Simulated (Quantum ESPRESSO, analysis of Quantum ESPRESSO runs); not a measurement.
# Reproducing a measured migration barrier: interstitial H in fcc Al, hop from a tetrahedral to the next octahedral site (Quantum ESPRESSO), part 2 of 3

Aim: the migration barrier of interstitial H in fcc Al, hop from a tetrahedral to the next octahedral site, to be set beside the measurement. Set-up: LDA, GBRV 1.5 LDA, 32-site cell, LDA lattice, k: 3x3x3. The model is a cell of 32 host atoms with 1 H put in. The barrier is the energy of the highest image of a climbing band over the relaxed site that the atom leaves. A local or semilocal functional is the cheapest first rung.

Quantum ESPRESSO 7.5; LDA, GBRV 1.5 LDA, 32-site cell, LDA lattice, k: 3x3x3.

So far: Set-up; Relaxation, charge 0.

### Step 3. Relaxation, charge 0

Level of this step: Quantum ESPRESSO plane-wave DFT, LDA, GBRV 1.5 LDA potentials; relaxation of all atoms of a defect supercell (Quantum ESPRESSO).

The other end of the jump is relaxed alike.

pw.in reads:

```
&CONTROL
  calculation = 'relax'
  prefix = 'pwscf'
  outdir = './tmp'
  pseudo_dir = './pseudo'
  tprnfor = .true.
  disk_io = 'low'
  nstep = 70
  forc_conv_thr = 0.00078
  etot_conv_thr = 0.0001
/
&SYSTEM
  ibrav = 0
  nat = 33
  ntyp = 2
  ecutwfc = 45
  ecutrho = 360
  nbnd = 63
  occupations = 'smearing'
  smearing = 'mv'
  degauss = 0.00734986
/
&ELECTRONS
  conv_thr = 3d-08
  electron_maxstep = 100
  mixing_beta = 0.5
/
&IONS
  ion_dynamics = 'bfgs'
/
ATOMIC_SPECIES
Al    26.9815 al_lda_v1.uspp.F.UPF
H      1.0080 h_lda_v1.4.uspp.F.UPF
CELL_PARAMETERS angstrom
   7.9669978984    0.0000000000    0.0000000000
   0.0000000000    7.9669978984    0.0000000000
   0.0000000000    0.0000000000    7.9669978984
ATOMIC_POSITIONS crystal
Al     0.0000000000    0.0000000000    0.0000000000
Al     0.0000000000    0.2500000000    0.2500000000
[... 5 atom lines left out ...]
Al     0.2500000000    0.2500000000    0.5000000000
[... 2 atom lines left out ...]
Al     0.2500000000    0.5000000000    0.2500000000
[... 1 atom line left out ...]
Al     0.0000000000    0.5000000000    0.5000000000
[... 1 atom line left out ...]
Al     0.2500000000    0.5000000000    0.7500000000
Al     0.2500000000    0.7500000000    0.5000000000
[... 1 atom line left out ...]
Al     0.5000000000    0.2500000000    0.2500000000
[... 3 atom lines left out ...]
Al     0.5000000000    0.2500000000    0.7500000000
[... 1 atom line left out ...]
Al     0.7500000000    0.2500000000    0.5000000000
Al     0.5000000000    0.5000000000    0.0000000000
Al     0.5000000000    0.7500000000    0.2500000000
[... 2 atom lines left out ...]
Al     0.5000000000    0.5000000000    0.5000000000
[... 3 atom lines left out ...]
H      0.2500000000    0.2500000000    0.2500000000
K_POINTS automatic
3 3 3 0 0 0
```

Started as:

```sh
$ OMP_NUM_THREADS=1 mpirun -n 4 pw.x -nk 4 -in pw.in > pw.out
```

What it wrote:

```text
[banner, memory and clock lines left out]
          URL

     Message from routine setup:
     using ibrav=0 with symmetry is DISCOURAGED, use correct ibrav instead

     G-vector sticks info

     bravais-lattice index     =            0
     lattice parameter (alat)  =      15.0554  a.u.
     unit-cell volume          =    3412.5632 (a.u.)^3
     number of atoms/cell      =           33
     number of atomic types    =            2
     number of electrons       =        97.00
     number of Kohn-Sham states=           63
     kinetic-energy cutoff     =      45.0000  Ry
     charge density cutoff     =     360.0000  Ry
     scf convergence threshold =      3.0E-08
     mixing beta               =       0.5000
     number of iterations used =            8  plain     mixing
     energy convergence thresh.=      1.0E-04
     force convergence thresh. =      7.8E-04
     Exchange-correlation=  SLA  PZ   NOGX NOGC
                           (   1   1   0   0   0   0   0)
     nstep                     =           70

     celldm(1)=  15.055444  celldm(2)=   0.000000  celldm(3)=   0.000000
     celldm(4)=   0.000000  celldm(5)=   0.000000  celldm(6)=   0.000000

     crystal axes: (cart. coord. in units of alat)
               a(1) = (   1.000000   0.000000   0.000000 )
               a(2) = (   0.000000   1.000000   0.000000 )
               a(3) = (   0.000000   0.000000   1.000000 )

     reciprocal axes: (cart. coord. in units 2 pi/alat)
               b(1) = (  1.000000  0.000000  0.000000 )
               b(2) = (  0.000000  1.000000  0.000000 )
               b(3) = (  0.000000  0.000000  1.000000 )

     PseudoPot. # 1 for Al read from file:
     al_lda_v1.uspp.F.UPF
     Pseudo is Ultrasoft + core correction, Zval =  3.0
     Generated by new atomic code, or converted to UPF format
     Using radial grid of  893 points,  3 beta functions with:
                l(1) =   0
                l(2) =   1
                l(3) =   2
     Q(r) pseudized with  8 coefficients,  rinner =    0.900   0.900   0.900
                                                       0.900   0.900

     PseudoPot. # 2 for H  read from file:
     h_lda_v1.4.uspp.F.UPF
     Pseudo is Ultrasoft, Zval =  1.0
     Generated by new atomic code, or converted to UPF format
     Using radial grid of  615 points,  2 beta functions with:
                l(1) =   0
                l(2) =   0
     Q(r) pseudized with  8 coefficients,  rinner =    0.700

     atomic species   valence    mass     pseudopotential
     Al                3.00    26.98150     Al( 1.00)
     H                 1.00     1.00800     H ( 1.00)

     48 Sym. Ops., with inversion, found (42 have fractional translation)

   Cartesian axes

     site n.     atom                  positions (alat units)
         1        Al     tau(   1) = (   0.0000000   0.0000000   0.0000000  )
         2        Al     tau(   2) = (   0.0000000   0.2500000   0.2500000  )
         3        Al     tau(   3) = (   0.2500000   0.0000000   0.2500000  )
         4        Al     tau(   4) = (   0.2500000   0.2500000   0.0000000  )
         5        Al     tau(   5) = (   0.0000000   0.0000000   0.5000000  )
         6        Al     tau(   6) = (   0.0000000   0.2500000   0.7500000  )
         7        Al     tau(   7) = (   0.2500000   0.0000000   0.7500000  )
         8        Al     tau(   8) = (   0.2500000   0.2500000   0.5000000  )
         9        Al     tau(   9) = (   0.0000000   0.5000000   0.0000000  )
        10        Al     tau(  10) = (   0.0000000   0.7500000   0.2500000  )
        11        Al     tau(  11) = (   0.2500000   0.5000000   0.2500000  )
        12        Al     tau(  12) = (   0.2500000   0.7500000   0.0000000  )
        13        Al     tau(  13) = (   0.0000000   0.5000000   0.5000000  )
        14        Al     tau(  14) = (   0.0000000   0.7500000   0.7500000  )
        15        Al     tau(  15) = (   0.2500000   0.5000000   0.7500000  )
        16        Al     tau(  16) = (   0.2500000   0.7500000   0.5000000  )
[...]
25        Al     tau(  25) = (   0.5000000   0.5000000   0.0000000  )
        26        Al     tau(  26) = (   0.5000000   0.7500000   0.2500000  )
        27        Al     tau(  27) = (   0.7500000   0.5000000   0.2500000  )
        28        Al     tau(  28) = (   0.7500000   0.7500000   0.0000000  )
        29        Al     tau(  29) = (   0.5000000   0.5000000   0.5000000  )
        30        Al     tau(  30) = (   0.5000000   0.7500000   0.7500000  )
        31        Al     tau(  31) = (   0.7500000   0.5000000   0.7500000  )
        32        Al     tau(  32) = (   0.7500000   0.7500000   0.5000000  )
        33        H      tau(  33) = (   0.2500000   0.2500000   0.2500000  )

     number of k points=     4  Marzari-Vanderbilt smearing, width (Ry)=  0.0073
                       cart. coord. in units 2pi/alat
        k(    1) = (   0.0000000   0.0000000   0.0000000), wk =   0.0740741
        k(    2) = (   0.0000000   0.0000000   0.3333333), wk =   0.4444444
        k(    3) = (   0.0000000   0.3333333   0.3333333), wk =   0.8888889
        k(    4) = (   0.3333333   0.3333333   0.3333333), wk =   0.5925926

     Dense  grid:   393719 G-vectors     FFT dimensions: (  96,  96,  96)

     Smooth grid:   138985 G-vectors     FFT dimensions: (  72,  72,  72)

     Initial potential from superposition of free atoms

     starting charge      96.9298, renormalised to      97.0000
     Starting wfcs are  129 randomized atomic wfcs

     Self-consistent Calculation

     iteration #  1     ecut=    45.00 Ry     beta= 0.50
     Davidson diagonalization with overlap
     ethr =  1.00E-02,  avg # of iterations =  3.0

     Threshold (ethr) on eigenvalues was too large:
     Diagonalizing with lowered threshold

     Davidson diagonalization with overlap
     ethr =  2.28E-04,  avg # of iterations =  4.5

     total energy              =    -213.76492641 Ry
     estimated scf accuracy    <       0.23817821 Ry

     iteration #  2     ecut=    45.00 Ry     beta= 0.50
     Davidson diagonalization with overlap
     ethr =  2.46E-04,  avg # of iterations =  2.0
     Minimization algorithm failed to find Fermi energy: reverting to bisection
     Possible cause: smearing is larger than the electronic band-gap.

     total energy              =    -213.75380123 Ry
     estimated scf accuracy    <       0.07270256 Ry

     iteration #  3     ecut=    45.00 Ry     beta= 0.50
     Davidson diagonalization with overlap
     ethr =  7.50E-05,  avg # of iterations =  5.5

     total energy              =    -213.74784132 Ry
[...]
internal energy E=F+TS    =    -213.77470934 Ry

     The total energy is F=E-TS. E is the sum of the following terms:
     one-electron contribution =      99.18872752 Ry
     hartree contribution      =       0.58171268 Ry
     xc contribution           =    -136.89952996 Ry
     ewald contribution        =    -176.64561958 Ry

     convergence has been achieved in   7 iterations

     Forces acting on atoms (cartesian axes, Ry/au):

[...]
Total force =     0.003424     Total SCF correction =     0.000021
     Energy error            =      4.2E-05 Ry
     Gradient error          =      8.3E-04 Ry/Bohr

     number of scf cycles    =   7
     number of bfgs steps    =   6

     energy             old  =    -213.7721457812 Ry
     energy             new  =    -213.7721876546 Ry

     CASE: energy            _new < energy            _old

     new trust radius        =       0.0048321663 bohr
     new conv_thr            =       0.0000000003 Ry

ATOMIC_POSITIONS (crystal)
[...]
NEW-OLD atomic charge density approx. for the potential

     Self-consistent Calculation

     iteration #  1     ecut=    45.00 Ry     beta= 0.50
[...]
Threshold (ethr) on eigenvalues was too large:
     Diagonalizing with lowered threshold

     Davidson diagonalization with overlap
     ethr =  9.32E-09,  avg # of iterations =  4.5
     Minimization algorithm failed to find Fermi energy: reverting to bisection
     Possible cause: smearing is larger than the electronic band-gap.

     total energy              =    -213.77220447 Ry
     estimated scf accuracy    <       0.00002505 Ry

     iteration #  2     ecut=    45.00 Ry     beta= 0.50
     Davidson diagonalization with overlap
     ethr =  2.58E-08,  avg # of iterations =  3.0
     Minimization algorithm failed to find Fermi energy: reverting to bisection
     Possible cause: smearing is larger than the electronic band-gap.

     total energy              =    -213.77220481 Ry
     estimated scf accuracy    <       0.00004969 Ry

     iteration #  3     ecut=    45.00 Ry     beta= 0.50
     Davidson diagonalization with overlap
     ethr =  2.58E-08,  avg # of iterations =  2.2
     Minimization algorithm failed to find Fermi energy: reverting to bisection
     Possible cause: smearing is larger than the electronic band-gap.

     total energy              =    -213.77221320 Ry
     estimated scf accuracy    <       0.00000680 Ry

     iteration #  4     ecut=    45.00 Ry     beta= 0.50
     Davidson diagonalization with overlap
     ethr =  7.01E-09,  avg # of iterations =  2.0
     Minimization algorithm failed to find Fermi energy: reverting to bisection
     Possible cause: smearing is larger than the electronic band-gap.

     total energy              =    -213.77221400 Ry
     estimated scf accuracy    <       0.00000011 Ry

     iteration #  5     ecut=    45.00 Ry     beta= 0.50
     Davidson diagonalization with overlap
     ethr =  1.15E-10,  avg # of iterations =  4.0
     Minimization algorithm failed to find Fermi energy: reverting to bisection
     Possible cause: smearing is larger than the electronic band-gap.

     total energy              =    -213.77221406 Ry
     estimated scf accuracy    <       0.00000005 Ry

     iteration #  6     ecut=    45.00 Ry     beta= 0.50
     Davidson diagonalization with overlap
     ethr =  5.43E-11,  avg # of iterations =  2.0
     Minimization algorithm failed to find Fermi energy: reverting to bisection
     Possible cause: smearing is larger than the electronic band-gap.

     total energy              =    -213.77221406 Ry
     estimated scf accuracy    <       0.00000001 Ry

     iteration #  7     ecut=    45.00 Ry     beta= 0.50
     Davidson diagonalization with overlap
     ethr =  1.04E-11,  avg # of iterations =  2.5
     Minimization algorithm failed to find Fermi energy: reverting to bisection
     Possible cause: smearing is larger than the electronic band-gap.

     total energy              =    -213.77221406 Ry
     estimated scf accuracy    <          9.8E-10 Ry

     iteration #  8     ecut=    45.00 Ry     beta= 0.50
     Davidson diagonalization with overlap
     ethr =  1.01E-12,  avg # of iterations =  2.5
     Minimization algorithm failed to find Fermi energy: reverting to bisection
     Possible cause: smearing is larger than the electronic band-gap.

     End of self-consistent calculation

          k = 0.0000 0.0000 0.0000 ( 17365 PWs)   bands (ev):

[...]
9.3500   9.3698   9.3698   9.3698   9.3864   9.3864   9.3864

          k = 0.0000 0.0000 0.3333 ( 17356 PWs)   bands (ev):

[...]
9.0308   9.0308   9.0832   9.5522   9.7620   9.7894   9.7894

          k = 0.0000 0.3333 0.3333 ( 17421 PWs)   bands (ev):

[...]
8.4532   8.9006   9.0398   9.1069   9.1180   9.1253   9.1707   9.1727
     9.2141   9.3209   9.7220   9.8577   9.8809   9.8951  10.7636

          k = 0.3333 0.3333 0.3333 ( 17409 PWs)   bands (ev):

    -2.7487  -2.1107  -1.7461  -1.7461  -1.2090  -0.9791  -0.9791  -0.2963
     0.8260   1.2937   1.2937   1.6603   2.0417   2.0417   2.0475   2.0475
     2.0485   2.6152   2.7942   2.7942   3.3102   3.5124   3.5124   3.9487
     4.2415   4.2415   4.2486   4.2492   4.2492   4.6748   4.8348   4.8348
     5.1391   5.1721   5.1721   5.6533   5.7609   5.7609   6.9009   7.1396
     7.1396   7.1707   7.1911   7.1911   7.7175   7.8736   7.8736   7.8994
     7.9249   7.9249   8.5949   8.8943   9.1872   9.1872   9.5695   9.7237
     9.7237   9.8546  10.0225  10.0225  10.0936  10.2683  10.2683

     the Fermi energy is     7.9896 ev

!    total energy              =    -213.77221406 Ry
     estimated scf accuracy    <          5.5E-11 Ry
     smearing contrib. (-TS)   =       0.00251897 Ry
     internal energy E=F+TS    =    -213.77473303 Ry

     The total energy is F=E-TS. E is the sum of the following terms:
     one-electron contribution =      99.19161836 Ry
     hartree contribution      =       0.58031921 Ry
     xc contribution           =    -136.89947800 Ry
     ewald contribution        =    -176.64719260 Ry

     convergence has been achieved in   8 iterations

     Forces acting on atoms (cartesian axes, Ry/au):

[...]
atom   26 type  1   force =     0.00002668   -0.00000000   -0.00000000
     atom   27 type  1   force =     0.00000000    0.00002668   -0.00000000
     atom   28 type  1   force =     0.00000000    0.00000000   -0.00036572
     atom   29 type  1   force =    -0.00011763   -0.00011763   -0.00011763
     atom   30 type  1   force =     0.00036572   -0.00000000   -0.00000000
     atom   31 type  1   force =     0.00000000    0.00036572    0.00000000
     atom   32 type  1   force =     0.00000000    0.00000000    0.00036572
     atom   33 type  2   force =     0.00000000    0.00000000    0.00000000

     Total force =     0.001340     Total SCF correction =     0.000010
     Energy error            =      2.6E-05 Ry
     Gradient error          =      3.7E-04 Ry/Bohr

     bfgs converged in   8 scf cycles and   7 bfgs steps
     (criteria: energy <  1.0E-04 Ry, force <  7.8E-04 Ry/Bohr)

     End of BFGS Geometry Optimization

     Final energy             =    -213.7722140610 Ry

     File ./tmp/pwscf.bfgs deleted, as requested
Begin final coordinates

ATOMIC_POSITIONS (crystal)
[...]
Al               0.5013302002        0.7500000000        0.2500000000
Al               0.7500000000        0.5013302002        0.2500000000
Al               0.7500000000        0.7500000000       -0.0007280585
Al               0.4997605424        0.4997605424        0.4997605424
Al               0.5007280585        0.7500000000        0.7500000000
Al               0.7500000000        0.5007280585        0.7500000000
Al               0.7500000000        0.7500000000        0.5007280585
H                0.2500000000        0.2500000000        0.2500000000
End final coordinates
```

The job ended after 3.6 min (4 MPI ranks of Intel Xeon Platinum 8488C (Sapphire Rapids), shared host; peak memory 1.8 GiB).

Relaxation path:

| step | energy less that of the first step (eV) |
| --- | --- |
| 0 | 0.0000 |
| 1 | -0.0180 |
| 2 | -0.0333 |
| 3 | -0.0485 |
| 4 | -0.0552 |
| 5 | -0.0558 |
| 6 | -0.0564 |
| 7 | -0.0567 |

The atoms that moved most (Å):

| atom | dx | dy | dz | length |
| --- | --- | --- | --- | --- |
| Al18 | 0.049 | 0.000 | 0.000 | 0.049 |
| Al8 | 0.000 | 0.000 | 0.049 | 0.049 |
| Al11 | 0.000 | 0.049 | 0.000 | 0.049 |
| Al2 | -0.049 | 0.000 | 0.000 | 0.049 |
| Al3 | 0.000 | -0.049 | 0.000 | 0.049 |
| Al4 | 0.000 | 0.000 | -0.049 | 0.049 |
| Al20 | 0.000 | 0.000 | -0.011 | 0.011 |
| Al6 | -0.011 | 0.000 | 0.000 | 0.011 |

Neighbours of H33 at the end:

| atom | distance (Å) |
| --- | --- |
| Al2 | 2.040 |
| Al3 | 2.040 |
| Al4 | 2.040 |
| Al8 | 2.040 |
| Al18 | 2.040 |
| Al11 | 2.040 |
| Al29 | 3.447 |
| Al25 | 3.447 |
| Al21 | 3.447 |
| Al13 | 3.447 |
| Al1 | 3.447 |
| Al17 | 3.447 |
| Al5 | 3.447 |
| Al9 | 3.447 |

From the first step to the last the energy fell by 0.057 eV, and the largest move was 0.049 Å (Al8 and 5 other atoms alike).

[end of part 2 of 3]

[Logs are printed without paths, hosts, clocks, repeated set-up lines and the standing remarks that a program may print on its own settings, such as how far it seeks lower states.]

[Hosts, paths, dates, database ids (printed as entryN), source tags and the programs' standing remarks are cut or masked in the printed files.]

[For some hosts the program warned that the k-mesh of the response run may be too coarse for force constants and the static dielectric constant; such warnings are not shown here.]
